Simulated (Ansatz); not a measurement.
## A failed many-body run on BaTlI3 (cubic perovskite) (Pm-3m)

A first try at the G0W0 gap of BaTlI3 (cubic perovskite) (Pm-3m), what the program said, and an input that works.

Calculated with Ansatz 0.2.0; G0W0 on PBEsol, plane waves, PAW.

The structure was built from a prototype and need not be the compound's stable phase.

## (1) The structure

Symmetry: Pm-3m, No. 221, cubic system. Conventional cell: a = 6.572 Å, b = 6.572 Å, c = 6.572 Å, α = 90.00°, β = 90.00°, γ = 90.00°. Nearest to Tl lie 12 I at 4.65 Å. Nearest to Ba lie 6 I at 3.29 Å. I has 2 Ba at 3.29 Å nearest. It derives from Ba1I3Tl1. Farther neighbours and most contacts between anions are not listed.

The structure was relaxed with PBEsol. The structure type comes from a generator and need not be one that this composition takes. The runs that relaxed it are not among those shown. Spin-orbit coupling is left out unless a step names it. The default PAW set here is soft_2. Its files were made with PBE.

## (2) First try

input.yaml reads:

```yaml
crystal:
  lattice:
    - [6.5717449587, 0.0, 0.0]
    - [0.0, 6.5717449587, 0.0]
    - [0.0, 0.0, 6.5717449587]
  atoms:
    - { symbol: Tl, position: [0.0, 0.0, 0.0] }
    - { symbol: Ba, position: [0.5, 0.5, 0.5] }
    - { symbol: I, position: [0.5, 0.5, 0.0] }
    - { symbol: I, position: [0.5, 0.0, 0.5] }
    - { symbol: I, position: [0.0, 0.5, 0.5] }
kpoints:
  mp_grid: { grid: [2, 2, 2], shift: [0.5, 0.5, 0.5] }
hamiltonian:
  xc: pbesol
scf:
  occupations: { method: fixed }
gw:
  n_empty_bands: 299
  ecut_chi: 60
  qp_bands: [v2, c2]
  qp_kpoints: band_edges
  screening: { model: contour_deformation }
```

On the command line:

```
> ansatz run input.yaml --threads 4 --pin off --max-ram 17510MiB --backend cpu --events-out ev --progress --plain --runs-dir out
```

Numbers of over 12 decimals in the logs are rounded to 6 here.

The log of the run:

```text
Error: gw: with kpoints.mp_grid.shift ≠ [0,0,0] (counting kpoints.further_shifts) — the screening and self-energy sums and their Coulomb-singularity correction are built for an unshifted (Γ-centred) SCF mesh only — a shifted mesh is not wired; use shift: [0,0,0]
```

Elapsed: 0.02 s, on 4 threads of Arm Neoverse V2, shared host; peak memory 0.03 GiB.

Q: What is the fault?

The program refused the input before any cycle.

The program's message: “Error: gw: with kpoints.mp_grid.shift ≠ [0,0,0] (counting kpoints.further_shifts) — the screening and self-energy sums and their Coulomb-singularity correction are built for an unshifted (Γ-centred) S …”

The fault: shifted k mesh. The sums over q need a Γ-centred mesh.

## (3) A better input

G0W0 replaces the xc potential by the self-energy, built once from these orbitals. Only a window of levels is corrected, while the sums run over the empty bands that the input names.

Edit input.yaml of step 2 so:

```diff
@@ -12,3 +12,3 @@
 kpoints:
-  mp_grid: { grid: [2, 2, 2], shift: [0.5, 0.5, 0.5] }
+  mp_grid: { grid: [2, 2, 2] }
 hamiltonian:
@@ -18,4 +18,4 @@
 gw:
-  n_empty_bands: 299
-  ecut_chi: 60
+  n_empty_bands: 393
+  ecut_chi: 72
   qp_bands: [v2, c2]
```

The log of the run:

```text
[...]
Crystal: 5 atoms, lattice volume = 283.819 Å³
Basis set: ecut = 420 eV, 5497 PW (Γ)
Bands: 45, of which v1, the nominal top of the filled ones, is band 37 counted from 1 (36 counted from 0)
Symmetry: 48 space group operations
[...]
k-points: 4 of 8
[...]
SCF iter   1: F=—  HF=-39460.263255 eV  |F-HF|=—  |Δ(HF+E_count)|=         —  Δρ=1.56e-3  dr2=1.19e-2  ethr=1.77e-3  ⟨swp⟩=4.8  Hψ=655  notcnv=0  defer=20
[...]
SCF iter   7: F=-39460.257271 eV  HF=-39460.257271 eV  |F-HF|=6.01e-9  |Δ(HF+E_count)|=   2.84e-7  Δρ=9.28e-7  dr2=2.57e-9  ethr=1.35e-10  ⟨swp⟩=14.2  Hψ=925  notcnv=0
SCF 1 converged in 7 iterations: F = -39460.257271 eV  dr2 = 2.57e-9
[...]
NSCF: frozen V_eff on 4 k-points
G₀W₀ screening: q 1/4
[... further progress lines ...]
SCF converged after 7 iterations
Free energy (F): -39460.257271 eV
[...]
Internal energy: -39460.257271 eV  (E = F + TS)
[...]
0    36      2.0754   -17.6841     2.0662   -14.7110  0.7577     1.1449     1.1686  root
     0    37      2.0754   -17.6841     2.0662   -14.7110  0.7577     1.1449     1.1686  root
     0    38      5.5890    -5.6493    -3.2794    -9.7413  0.7635     6.4290     6.4016  root
     0    39      5.5890    -5.6493    -3.2794    -9.7413  0.7635     6.4290     6.4016  root
     1    36      2.0296   -17.5957     2.0991   -14.5748  0.7553     1.0824     1.1079  root
     1    37      2.0296   -17.5957     2.0991   -14.5748  0.7553     1.0824     1.1079  root
     1    38      4.6913    -4.4605    -2.9819    -8.0822  0.7945     5.3417     5.3311  root
     1    39      5.3098    -5.2606    -3.1514    -9.1753  0.7750     6.0932     6.0732  root
[...]
3    36      2.2774   -17.1958     2.0448   -14.2342  0.7524     1.3355     1.3605  root
     3    37      2.2774   -17.1958     2.0448   -14.2342  0.7524     1.3355     1.3605  root
     3    38      5.5453    -5.7356    -3.2503    -9.7851  0.7660     6.3697     6.3445  root
     3    39      5.5453    -5.7356    -3.2503    -9.7851  0.7660     6.3697     6.3445  root
[key lines of the parts left out:]
Fermi energy:    2.277357 eV
```

Wall time 31 s (4 threads); peak memory 2.2 GiB; 2 min of CPU time.

This step gave:

```yaml
bands_summed: 430
rpa_eps_infinity_on_this_mesh_eigenvalues: 3.711, 3.711, 3.711
plane_waves_in_the_screening_matrix: 389
q_points_in_the_mesh: 8
g0w0_gap_on_the_mesh: 3.971 eV
k_of_the_valence_top: -0.5, -0.5, -0.5
k_of_the_conduction_bottom: 0, 0, -0.5
starting_gap_on_the_mesh: 2.414 eV
z_at_the_valence_top: 0.7524
z_at_the_conduction_bottom: 0.7945
least_direct_g0w0_gap_on_the_computed_points: 4.223 eV
```

The gap on the mesh goes from 2.41 eV to 3.97 eV, a correction of +1.56 eV. Between the two edge states, bare exchange in place of the xc potential would open the gap by 6.58 eV, and correlation takes back 5.03 eV.

## (4) Summary of results

```
first try  : refused after 0.02 s
better run : G0W0 gap on the mesh 3.97 eV (2×2×2 mesh, 393 empty bands, screening to 72 eV)
```

The second run differs in: empty bands, screening cutoff (eV) and mesh shift. Bands and cutoff are finite, so the gap is not at the basis limit. The miss can reach some tenths of an eV and take either sign; the mesh is an error of its own. The 2×2×2 mesh is coarse for this cell (its supercell is 13 Å along the shortest edge). The RPA ε∞ on it, from the PBEsol start, is 3.71; such meshes misread the long-range screening, most where the gap is narrow. Where an edge is built on 6p states of lead, bismuth or thallium, scalar-relativistic gaps usually stand too wide, by a few tenths to over one eV. This is the ideal cubic cell; many perovskites, halides above all, are cubic only on average, and local tilts or off-centring can widen the gap. The many-body steps are scalar-relativistic: spin-orbit coupling is not in them.

[Paths, hosts, dates, memory and timing lines, banners, echoed tables and standing remarks are left out of the program output.]

[Logs are printed without paths, hosts, clocks, repeated set-up lines and the standing remarks that a program may print on its own settings, such as how far it seeks lower states.]

[Runs of the session that timed out or met a known fault of the program may be left out.]

[Cells called generated may have been cut or substituted from an entry of the Crystallography Open Database or the Materials Project.]

[Hosts, paths, dates, database ids (printed as entryN), source tags and the programs' standing remarks are cut or masked in the printed files.]
